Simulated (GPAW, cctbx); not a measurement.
# ZrFe2Pb2: deformation density and structure factors from DFT

Question: by how much does bonding change the X-ray structure factors of ZrFe2Pb2, and what does a routine refinement make of it?

The start was made by putting kin elements into a known structure type; the compound need not exist, or be stable, in this form. All numbers below are calculated.

**1. Find the equilibrium geometry**

The density hangs on the geometry, so cell and atoms are relaxed first, with the symmetry held. The cutoff is set higher than for the density because stress converges slowly with plane waves.

Settings: GPAW 26.7.0, PBE, 570 eV, 5×5×5 k-points, Fermi–Dirac width 0.1 eV, spin-polarised, BFGS to 0.03 eV/Å.

```text
cell
1.0
     4.360000000    0.000000000    0.000000000
     0.000000000    4.360000000    0.000000000
    -2.180000000   -2.180000000    5.142500000
Pb Zr Fe
2 1 2
Direct
0.628200000 0.628200000 0.256400000
0.371800000 0.371800000 0.743600000
0.000000000 0.000000000 0.000000000
0.750000000 0.250000000 0.500000000
0.250000000 0.750000000 0.500000000
```

```console
$ OMP_NUM_THREADS=1 mpirun -n 4 gpaw python run.py > gpaw.log
```

```text
BFGS:    0      -29.883007        1.814571
BFGS:    1      -29.950496        1.536708
BFGS:    2      -30.079554        0.797933
BFGS:    3      -30.119314        0.753764
...
BFGS:   21      -31.500111        0.469992
BFGS:   22      -31.530382        0.099551
BFGS:   23      -31.530958        0.006477
cell  3.4412 3.4412 9.0179  101.00 101.00 90.00
volume 102.828 A^3, largest force 0.004 eV/A, largest stress 0.03 GPa
```

The cell moved far, while the k-mesh and basis were chosen for the start, so the final shape may be somewhat biased.

After 23 steps the volume has changed by +5.2 % and the energy by -1.648 eV; the largest stress left is 0.03 GPa. It took 18 min on 4 cores of AMD EPYC 7R13 Processor (Zen 3) (shared host), peak memory 3 GiB.

Relaxed structure: I4/mmm (no. 139), a = 3.4412 Å, b = 3.4412 Å, c = 17.3668 Å, α = 90.00°, β = 90.00°, γ = 90.00°.

```csv
atom,mult.,x,y,z
Pb1,4,1/2,1/2,0.1191
Zr1,2,0,0,0
Fe1,4,1/2,0,1/4
```

**2. Density and charge transfer**

X-rays see the whole electron density, so the PAW density is rebuilt with its core regions. Subtracting spherical free atoms from the same code cancels the cores and leaves the deformation density Δρ, the part due to bonding.

Settings: PBE, 450 eV, 7×7×7 k-points, Fermi–Dirac width 0.1 eV, spin-polarised; primitive cell of 5 atoms.

```console
$ OMP_NUM_THREADS=1 mpirun -n 4 gpaw python run.py > gpaw.log
```

```text
|iter:   1|       0s |  -33.936010 | +0.18 |       |  +6.0144|
|iter:   2|       8s |  -31.814296 | -1.08 | -0.85 |  +5.9003|
|iter:   3|      17s |  -31.526715 | -2.10 | -1.19 |  +5.8989|
...
|iter:  13|     102s |  -31.319230c| -5.81 | -3.54 |  +5.5174|
|iter:  14|     110s |  -31.319284c| -6.25 | -3.90 |  +5.5228|
|iter:  15|     117s |  -31.319286c| -7.43c| -4.64c|  +5.5233|
```

```text
gpts.py:43: UserWarning: Initial realspace grid (18,18,45) inconsistent with symmetries.
gpts.py:43: UserWarning: Initial realspace grid (18,18,45) inconsistent with symmetries.
gpts.py:43: UserWarning: Initial realspace grid (18,18,45) inconsistent with symmetries.
gpts.py:43: UserWarning: Initial realspace grid (18,18,45) inconsistent with symmetries.
gpts.py:70: UserWarning: Using symmetrized grid: (45,45,45).
gpts.py:70: UserWarning: Using symmetrized grid: (45,45,45).
gpts.py:70: UserWarning: Using symmetrized grid: (45,45,45).
gpts.py:70: UserWarning: Using symmetrized grid: (45,45,45).
grid (90, 90, 90)  electrons 256.000  moved by bonding 0.893 e
deformation density beyond 0.5 A of the nuclei: max 0.261, min -0.119 e/A^3
atom        x       y       z   Voronoi charge  moment
Pb1    0.6191  0.6191  0.2383      0.085      -0.02
Pb2    0.3809  0.3809  0.7617      0.085      -0.02
Zr3    0.0000  0.0000  0.0000      0.035       0.24
Fe4    0.2500  0.7500  0.5000     -0.103       2.52
Fe5    0.7500  0.2500  0.5000     -0.103       2.52
mean inner potential of superposed free atoms 24.020 V
total magnetic moment 5.523 muB
```

Deformation density in a plane through the shortest contact of the Fe atom at the origin, in 0.01 e/Å³ (clipped at ±99); x from -1.6 to 4.0 Å, y from 2.4 down to -2.4 Å:

```text
  8   6   8  29   .   .  15   7   7  15   .   .  29   8   6   8
  2   3   2  -2   .   0   0   3   3   0   0   .  -2   2   3   2
  0   2   0   1   8   4   0   1   1   0   4   8   1   0   2   0
  2   2   2   3   6   4   2   2   2   2   4   6   3   2   2   2
  0   2   0   1   8   4   0   1   1   0   4   8   1   0   2   0
  2   3   2  -2   .  -2   0   3   3   0  -2   .  -2   2   3   2
  8   6   8  30   .   .  15   7   7  15   .   .  30   8   6   8
  2   3   2  -2   .  -2   0   3   3   0  -2   .  -2   2   3   2
  0   2   0   1   8   4   0   1   1   0   4   8   1   0   2   0
  2   2   2   3   6   4   2   2   2   2   4   6   3   2   2   2
  0   2   0   1   8   4   0   1   1   0   4   8   1   0   2   0
  2   3   2  -2   .   0   0   3   3   0   0   .  -2   2   3   2
  8   6   8  29   .   .  15   7   7  15   .   .  29   8   6   8
```

Atoms in or within 0.15 Å of the plane: Fe (2.4, 2.4), Fe (0.0, 0.0), Fe (2.4, -2.4), Fe (0.0, 2.4), Fe (2.4, 0.0), Fe (0.0, -2.4) Å. Dots mark points within about 0.45 Å of a nucleus; large values next to them are atomic features.

Fe gains most (-0.10 e) and Pb loses most (+0.09 e), which isn't the order of electronegativity: valence and coordination count too, and Voronoi cells cut space at the midplane whatever the atoms' sizes. Along the shortest contact from the Fe atom at the map's origin, Fe–Fe at 2.43 Å, Δρ is +0.06 e/Å³ at the midpoint; the highest value on the line, +0.27, lies at the edge of the range, 0.5 Å from Fe, and is an atomic rather than a bond feature: little piles up between the atoms, as is usual in a metallic crystal, which this run finds. At the midpoints of other shortest contacts it is +0.02 (Pb–Fe, 2.85 Å) and +0.01 (Pb–Zr, 3.19 Å) e/Å³. Point values carry grid noise of about 0.01 e/Å³. The cell's moment is 5.52 μB; the largest inside an atomic sphere is 2.52 μB. The run needed 15 iterations, 2.5 min.

**3. Structure factors**

The Fourier components of Δρ, added to those of the free atoms, give the static X-ray structure factors; the Mott–Bethe relation turns them into the Fourier components V of the potential that fast electrons feel.

```text
static structure factors of the conventional cell: F in electrons, V (Mott-Bethe) in volts
   h  k  l      d  |F| table  |F| free   |F| DFT   change   |V| free  |V| DFT  change %
   0  0  2  8.6834     0.321     0.249     0.002   -0.246     0.196    0.218     10.9
   0  0  4  4.3417   138.935   138.467   137.286   -1.181     0.833    1.329     59.6
   1  0  1  3.3756   148.615   148.410   148.488    0.078     3.023    3.003     -0.7
   1  0  3  2.9580   245.759   245.662   245.426   -0.236     7.662    7.708      0.6
   0  0  6  2.8945    81.664    81.436    82.161    0.725     2.696    2.560     -5.0
   1  0  5  2.4446   290.459   290.313   290.042   -0.270     8.012    8.048      0.4
   1  1  0  2.4333   259.146   259.334   258.697   -0.637     5.894    5.978      1.4
   1  1  2  2.3430   160.036   159.587   159.229   -0.358     5.940    5.984      0.7
   0  0  8  2.1708   392.880   392.321   392.142   -0.179    11.086   11.105      0.2
   1  1  4  2.1227   279.557   279.130   279.085   -0.045     6.961    6.966      0.1
   1  0  7  2.0125    73.744    73.773    73.537   -0.236     1.027    1.048      2.1
   1  1  6  1.8626    71.616    71.182    71.297    0.115     3.166    3.157     -0.3
   0  0 10  1.7367    76.818    77.159    76.827   -0.332     1.136    1.158      2.0
   2  0  0  1.7206   372.752   372.348   372.374    0.026     9.214    9.213     -0.0
```

The largest X-ray change is -1.18 e on 004, 0.9 % of |F|. For electrons V goes as (Z − F)/g², so a change of F counts against Z − F, which is small at low angle and wherever the atoms' terms cancel: |V| of 004 moves by +59.6 % (0.83 to 1.33 V) against -0.9 % in |F|. The last three rows change by 0.33 e or less, against 1.18 e at the top: the effect is concentrated at low angle. The tabulated Hartree–Fock atoms differ from the free DFT atoms by up to 0.56 e, so the choice of reference atom matters too.

**4. Refining ordinary atoms against data with bonding**

Routine crystallography fits spherical atoms. To see the bias, intensities are simulated from tabulated atoms plus the DFT change ΔF, so that bonding alone can misfit (6778 reflections of the full sphere, merged to the counts below, to 0.4 Å, 0.5 % proportional noise plus counting noise, assumed isotropic U as listed, Δρ smeared by the mean U) and refined with cctbx over different ranges.

```csv
range,data,R1,GooF,U Pb1 (true 0.0051),U Zr1 (true 0.0068),U Fe1 (true 0.008),largest shift (Å),"Δρ max, min (e/Å³)"
all data,567,0.0032,0.98,0.0051,0.0068,0.0080,0.0000,"0.48, -0.45"
"low resolution, d > 0.84",79,0.0025,1.16,0.0051,0.0069,0.0082,0.0000,"0.15, -0.26"
"high order, d < 0.75",458,0.0036,0.93,0.0051,0.0068,0.0080,0.0000,"0.38, -0.36"
"occupancies free, d > 0.7",126,0.0026,1.19,0.0051,0.0068,0.0080,0.0000,"0.22, -0.35"
```

With all data GooF is 0.98, so at this noise the bonding hardly shows; the top residual peak lies 1.91 Å from Zr and 1.91 Å from Zr. No U is off by more than 3 s.u. at low resolution. With Pb1 held at 1 and the scale free, the other occupancies refine to Zr1 0.998(0.002) and Fe1 0.999(0.002), within three s.u. of full.

**5. Answer**

Bonding moves 0.89 e in the primitive cell of ZrFe2Pb2 and changes the structure factors of the conventional cell in the table above by at most 1.18 e (004, 0.9 %), and among reflections above 2 % of the strongest by up to 0.9 % (006). The shortest bond, Fe–Fe, has Δρ = +0.06 e/Å³ at its midpoint, with no localised bond charge. With all data GooF is 0.98, so at this noise the bonding hardly shows. Limits: static density, frozen cores, no spin–orbit coupling; a ferromagnetic start is the only order tried, and the real ground state may be antiferromagnetic or insulating.

[Outputs are excerpts: Python notices, other lines and further rows are left out; steps that failed or that the build refused (PBEsol, TPSS) are not shown.]

[Logs are printed without paths, hosts, clocks, repeated set-up lines and the standing remarks that a program may print on its own settings, such as how far it seeks lower states.]
